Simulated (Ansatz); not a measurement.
# What CdInCl3 (model cell, started as cubic perovskite with Cd in the octahedra) distorts into, part 2 of 3

Wanted: the energy along a soft mode of CdInCl3 (model cell, started as cubic perovskite with Cd in the octahedra) and the structure at the end.

Ansatz 0.2.0; DFT PBEsol, scalar-relativistic, plane waves, PAW; PAW set soft_1.

So far, highest frequency on the path or at a solved wavevector (cm⁻¹): step 2 (response at finite wavevector) 313. Also lowest frequency on the path (cm⁻¹): step 2 -71.7.

The structure was built from a prototype and need not be the compound's stable phase.

## 6. Relaxation from the frozen mode

Starting from the lowest point found, all atoms and the cell are let go, so that strain and other modes of the same symmetry can join in.

Input file input.yaml:

```yaml
crystal:
  lattice:
    - [5.1238010624, 5.1238010624, 0.0]
    - [5.1238010624, 0.0, 5.1238010624]
    - [5.1238010624, 0.0, -5.1238010624]
  atoms:
    - { symbol: In, position: [0.0, 0.0, 0.0] }
    - { symbol: In, position: [0.0, 0.5, 0.5] }
    - { symbol: Cd, position: [0.5, 0.25, 0.75] }
    - { symbol: Cd, position: [0.5, 0.75, 0.25] }
    - { symbol: Cl, position: [0.4378980472, 0.5, 0.5] }
    - { symbol: Cl, position: [0.5621019528, 0.0, 0.0] }
    - { symbol: Cl, position: [0.0, 0.0621019528, 0.5] }
    - { symbol: Cl, position: [0.0, 0.4378980472, 0.0] }
    - { symbol: Cl, position: [0.4378980472, 0.5621019528, 0.0] }
    - { symbol: Cl, position: [0.5621019528, -0.0621019528, 0.5] }
kpoints:
  mp_grid: { grid: [6, 6, 6] }
hamiltonian:
  xc: pbesol
  pseudopotentials: { kind: paw, azcp: { folder: soft_1 }, xc_functional: pbe }
scf:
  occupations: { method: fixed }
output:
  forces: true
  stress: true
  eigenvalues: true
relax:
  adjacent_minimum: "off"
  f_tol: 0.002
  max_steps: 120
  cell: { stress_tol: 0.03 }
```

Run with:

```console
$ ansatz run input.yaml --threads 4 --pin off --max-ram 16384MiB --backend cpu --events-out ev --progress --plain --runs-dir out
```

Numbers of over 12 decimals in the logs are rounded to 6 here.

What it wrote:

```text
[...]
Crystal: 10 atoms, lattice volume = 269.034 Å³
Basis set: ecut = 420 eV, 5209 PW (Γ), exchange–correlation on 100×100×100 points (8 copies of the dense FFT grid, shifted against one another)
Bands: 65, of which v1, the nominal top of the filled ones, is band 54 counted from 1 (53 counted from 0)
Symmetry: 12 space group operations
[...]
k-points: 32 of 216
[...]
SCF iter   1: F=—  HF=-33796.470563 eV  |F-HF|=—  |Δ(HF+E_count)|=         —  Δρ=5.22e-2  dr2=8.51e0  ethr=3.10e-3  ⟨swp⟩=4.9  Hψ=6749  notcnv=0  defer=239
[...]
SCF iter   8: F=-33793.198521 eV  HF=-33793.198521 eV  |F-HF|=1.62e-8  |Δ(HF+E_count)|=   6.79e-7  Δρ=4.93e-6  dr2=7.44e-8  ethr=9.26e-11  ⟨swp⟩=17.4  Hψ=12611  notcnv=0
SCF 1 converged in 8 iterations: F = -33793.198521 eV  dr2 = 7.44e-8
[...]
relax step   1: F+E_penalty+E_count = -33793.19852133 eV  Δ(F+E_penalty+E_count) = +0.000e0 eV  max|allowed force component| = 4.357e-2 eV/Å  Δτ_max = 0.0000 Å  P = -0.579 GPa  Ω = 269.034 Å³  (8 SCF iters, dr2 threshold 1.00e-7 eV, accepted)
Crystal: 10 atoms, lattice volume = 265.050 Å³
Basis set: ecut = 420 eV, 5113 PW (Γ), exchange–correlation on 100×100×100 points (8 copies of the dense FFT grid, shifted against one another)
[...]
iter 1 solved again at ethr=4.62e-6 eV; its pass at ethr=3.10e-3 eV (dr2=4.99e-3 eV) is discarded
[...]
SCF iter   6: F=-33793.224611 eV  HF=-33793.224611 eV  |F-HF|=4.51e-9  |Δ(HF+E_count)|=   5.85e-7  Δρ=5.19e-6  dr2=4.92e-8  ethr=9.26e-10  ⟨swp⟩=14.2  Hψ=11389  notcnv=0
SCF 2 converged in 6 iterations: F = -33793.224611 eV  dr2 = 4.92e-8
relax step   2: F+E_penalty+E_count = -33793.22461061 eV  Δ(F+E_penalty+E_count) = -2.609e-2 eV  max|allowed force component| = 3.227e-2 eV/Å  Δτ_max = 0.0324 Å  P = -0.123 GPa  Ω = 265.050 Å³  energy of the carried Pulay correction = +3.713e-4 eV  (6 SCF iters, dr2 threshold 1.00e-6 eV, accepted)
Crystal: 10 atoms, lattice volume = 262.359 Å³
Basis set: ecut = 420 eV, 5095 PW (Γ), exchange–correlation on 100×100×100 points (8 copies of the dense FFT grid, shifted against one another)
[...]
SCF iter   6: F=-33793.238475 eV  HF=-33793.238475 eV  |F-HF|=9.71e-9  |Δ(HF+E_count)|=   4.65e-7  Δρ=8.55e-6  dr2=1.48e-7  ethr=2.89e-10  ⟨swp⟩=14.7  Hψ=12239  notcnv=0
SCF 3 converged in 6 iterations: F = -33793.238475 eV  dr2 = 1.48e-7
relax step   3: F+E_penalty+E_count = -33793.23847508 eV  Δ(F+E_penalty+E_count) = -1.386e-2 eV  max|allowed force component| = 7.736e-3 eV/Å  Δτ_max = 0.0644 Å  P = +0.053 GPa  Ω = 262.359 Å³  energy of the carried Pulay correction = +6.273e-4 eV  (6 SCF iters, dr2 threshold 3.12e-7 eV, accepted)
[...]
relax step   4: F+E_penalty+E_count = -33793.23877068 eV  Δ(F+E_penalty+E_count) = -2.956e-4 eV  max|allowed force component| = 6.161e-4 eV/Å  Δτ_max = 0.0092 Å  P = +0.002 GPa  Ω = 262.814 Å³  energy of the carried Pulay correction = +5.837e-4 eV  (6 SCF iters, dr2 threshold 1.16e-8 eV, accepted)
Basis set: ecut = 420 eV, 5107 PW (Γ), exchange–correlation on 100×100×96 points (8 copies of the dense FFT grid, shifted against one another)
[...]
SCF iter   6: F=-33793.238223 eV  HF=-33793.238223 eV  |F-HF|=0.00e0  |Δ(HF+E_count)|=  4.37e-11  Δρ=2.33e-8  dr2=1.98e-12  ethr=1.00e-12  ⟨swp⟩=4.0  Hψ=6307  notcnv=0
SCF 5 converged in 6 iterations: F = -33793.238223 eV  dr2 = 1.98e-12
relax step   5: F+E_penalty+E_count = -33793.23822343 eV  Δ(F+E_penalty+E_count) = +5.472e-4 eV  max|allowed force component| = 6.232e-4 eV/Å  Δτ_max = 0.0000 Å  P = +0.001 GPa  Ω = 262.814 Å³  stress off target by 4.41e-3 GPa  SCF on the basis re-selected at this cell (its energy is not comparable with the rows above)  (6 SCF iters)
basis re-selected at this cell: Δ(F+E_penalty+E_count) = +5.472e-4 eV, ΔP = -0.001 GPa vs the last step (what re-selecting the basis moved, of the pressure what is left beyond the Pulay correction that the steps carried, after the strain that the cell walked since its last selection, with what the two solves' SCF thresholds leave and, on support functions, any second-order correction that the steps lacked; it is no measure of the basis error at this ecutwfc). The dense FFT grid was sized anew with the basis: this SCF ran on 50×50×48 points, the steps before it on 50×50×50, so part of this shift can come from that change (see relax.cell in the input reference). [rest of the remark cut]
SCF converged after 6 iterations
Free energy (F): -33793.238223 eV
[...]
Internal energy: -33793.238223 eV  (E = F + TS)
E sigma→0 (E₀):  -33793.238223 eV
Fermi energy:    4.689190 eV
[...]
--- Forces (eV/Å), atoms counted from 1 ---
  atom   1  In    -0.00000000     0.00000000    -0.00000000
  atom   2  In     0.00000000    -0.00000000     0.00000000
  atom   3  Cd     0.00000000     0.00000000     0.00000000
  atom   4  Cd     0.00000000     0.00000000    -0.00000000
  atom   5  Cl    -0.00062317    -0.00062317    -0.00000000
  atom   6  Cl     0.00062317     0.00062317    -0.00000000
  atom   7  Cl     0.00062317    -0.00000000     0.00062317
  atom   8  Cl    -0.00062317     0.00000000    -0.00062317
  atom   9  Cl     0.00000000    -0.00062317     0.00062317
  atom  10  Cl    -0.00000000     0.00062317    -0.00062317
  max |Σ_I F_I| component: 8.89e-18 eV/Å
--- Stress (GPa, compression-positive) ---
        0.000693       0.002550       0.002550
        0.002550       0.000693      -0.002550
        0.002550      -0.002550       0.000693
  P = ⅓ Tr σ = 0.0007 GPa (0.007 kbar)
--- Band table (eV; the first three rows and the last of 32) ---
  k-point 0: bands = [... 50 lower, 3.6565, 3.8588, 3.8588, 4.0739, 6.3916, 9.7520, 10.0188, 10.0899, ... 7 higher]
  k-point 1: bands = [... 50 lower, 3.6819, 3.6819, 4.0627, 4.1936, 6.6683, 9.3393, 9.4102, 9.9177, ... 7 higher]
  k-point 2: bands = [... 50 lower, 3.3696, 3.3696, 4.4841, 4.4849, 7.3794, 8.6217, 8.6685, 9.3088, ... 7 higher]
  k-point 31: bands = [... 50 lower, 3.4568, 3.4568, 4.4705, 4.4705, 8.3260, 8.3260, 8.6927, 8.6927, ... 7 higher]
--- Relaxed structure (4 steps of the walk, 4 accepted, 1 SCFs on fresh bases) ---
  F+E_penalty+E_count = -33793.23822343 eV   max|allowed force component| = 6.232e-4 eV/Å   (the final SCF, on the basis selected at the relaxed cell)
  cell:  # Å, volume = 262.8139 Å³
    - [5.153348, 5.153348, 0.0]
    - [5.153348, 1.3877787807814457e-17, 5.153348]
    - [5.016524, 0.136824, -5.016524]
  atoms:
    - { symbol: In, position: [-1.1849664130158284e-19, 0, 1.946730535668858e-19] }
    - { symbol: In, position: [3.5236570605778894e-19, 0.500000, 0.500000] }
    - { symbol: Cd, position: [0.5, 0.250000, 0.75] }
    - { symbol: Cd, position: [0.5, 0.75, 0.250000] }
    - { symbol: Cl, position: [0.425819, 0.500000, 0.500000] }
    - { symbol: Cl, position: [0.574181, -5.420389474719632e-19, 5.724358462884194e-19] }
    - { symbol: Cl, position: [1.734723475976807e-18, 0.074181, 0.500000] }
    - { symbol: Cl, position: [0.0, 0.425819, 0.0] }
    - { symbol: Cl, position: [0.425819, 0.574181, 5.551115123125783e-17] }
    - { symbol: Cl, position: [0.574181, -0.074181, 0.500000] }
```

It took 37 s on 4 threads of Arm Neoverse V2, shared host; peak memory 0.94 GiB.

The steps of the relaxation:

| step | energy less that of the first step (eV) | largest force component (eV/Å) | pressure (GPa) | volume (Å³) |
| --- | --- | --- | --- | --- |
| 1 | 0.0000 | 0.0436 | -0.58 | 269.03 |
| 2 | -0.0261 | 0.0323 | -0.12 | 265.05 |
| 3 | -0.0400 | 0.0077 | 0.05 | 262.36 |
| 4 | -0.0402 | 0.0006 | 0.00 | 262.81 |
| 5* | -0.0397 | 0.0006 | 0.00 | 262.81 |

Relaxation steps marked * repeat the geometry before them on a plane-wave basis chosen anew for their cell, so energy and pressure can jump there.

The run keeps the 12 symmetry operations that it works with, so distortions that break them were not tested.

| conventional cell, symmetrised | before | after | change |
| --- | --- | --- | --- |
| a (Å) | 7.246 | 7.288 | +0.6 % |
| b (Å) | 7.246 | 7.288 | +0.6 % |
| c (Å) | 17.749 | 17.141 | -3.4 % |
| volume (Å³/atom) | 26.90 | 26.28 | -2.3 % |

The atoms that moved most (Å, as changes of fractional coordinates times the final cell):

| atom | dx | dy | dz | length |
| --- | --- | --- | --- | --- |
| Cl7 | 0.062 | 0.000 | 0.062 | 0.088 |
| Cl9 | 0.000 | -0.062 | 0.062 | 0.088 |
| Cl10 | 0.000 | 0.062 | -0.062 | 0.088 |
| Cl8 | -0.062 | 0.000 | -0.062 | 0.088 |
| Cl6 | 0.062 | 0.062 | 0.000 | 0.088 |
| Cl5 | -0.062 | -0.062 | 0.000 | 0.088 |

This step gave:

| Property | Result |
| --- | --- |
| pressure | 6.93e-4 GPa |
| gap on the k-mesh | 1.702 eV |
| volume per atom | 26.28 Å³ |

The distorted start has space group R-3c; the relaxation ends in R-3c.

## 7. The new phase in its own primitive cell

The relaxed structure is symmetrised, reduced to its primitive cell and relaxed tightly, as its phonons need.

input.yaml, the sections that differ from step 6:

```yaml
crystal:
  lattice:
    - [3.6439670613, 2.1038453638, 5.7135873818]
    - [-3.6439670613, 2.1038453638, 5.7135873818]
    - [0.0, -4.2076907275, 5.7135873818]
  atoms:
    - { symbol: In, position: [0.75, 0.75, 0.75] }
    - { symbol: In, position: [0.25, 0.25, 0.25] }
    - { symbol: Cd, position: [0.5, 0.5, 0.5] }
    - { symbol: Cd, position: [0.0, 0.0, 0.0] }
    - { symbol: Cl, position: [0.6758193842, 0.25, 0.8241806158] }
    - { symbol: Cl, position: [0.3241806158, 0.75, 0.1758193842] }
    - { symbol: Cl, position: [0.8241806158, 0.6758193842, 0.25] }
    - { symbol: Cl, position: [0.1758193842, 0.3241806158, 0.75] }
    - { symbol: Cl, position: [0.75, 0.1758193842, 0.3241806158] }
    - { symbol: Cl, position: [0.25, 0.8241806158, 0.6758193842] }
relax:
  adjacent_minimum: "off"
  f_tol: 0.001
  max_steps: 60
  cell: { stress_tol: 0.01 }
# kpoints, hamiltonian, scf, output: as in step 6
```

What it wrote:

```text
[...]
Crystal: 10 atoms, lattice volume = 262.814 Å³
Basis set: ecut = 420 eV, 5107 PW (Γ), exchange–correlation on 96×96×96 points (8 copies of the dense FFT grid, shifted against one another)
Bands: 65, of which v1, the nominal top of the filled ones, is band 54 counted from 1 (53 counted from 0)
Symmetry: 12 space group operations
[...]
k-points: 32 of 216
[...]
- { symbol: Cd, position: [0.5, 0.5, 0.500000] }
    - { symbol: Cd, position: [0.0, 0.0, 0.0] }
    - { symbol: Cl, position: [0.675819, 0.25, 0.824181] }
    - { symbol: Cl, position: [0.324181, 0.75, 0.175819] }
    - { symbol: Cl, position: [0.824181, 0.675819, 0.250000] }
    - { symbol: Cl, position: [0.175819, 0.3241806158, 0.750000] }
    - { symbol: Cl, position: [0.75, 0.175819, 0.324181] }
    - { symbol: Cl, position: [0.250000, 0.8241806158, 0.6758193842] }
[key lines of the parts left out:]
SCF converged after 7 iterations
Free energy (F): -33793.238223 eV
Fermi energy:    4.689189 eV
P = ⅓ Tr σ = 0.0007 GPa (0.007 kbar)
```

Run time: 16 s. Hardware: 4 threads; peak memory 0.91 GiB; 63 s of CPU time.

Little changed from the start: no atom moved by 0.005 Å and no cell edge by 0.1 %.

This step gave:

```
direct gap on mesh : 2.318 eV
```

The largest force component left is 0.88 meV/Å and the pressure is 0.001 GPa, within the tolerances set. The cell now holds 26.28 Å³/atom.

(Continued in part 3 of 3.)

[Logs are printed without paths, hosts, clocks, repeated set-up lines and the standing remarks that a program may print on its own settings, such as how far it seeks lower states.]

[Hosts, paths, dates, database ids (printed as entryN), source tags and the programs' standing remarks are cut or masked in the printed files.]
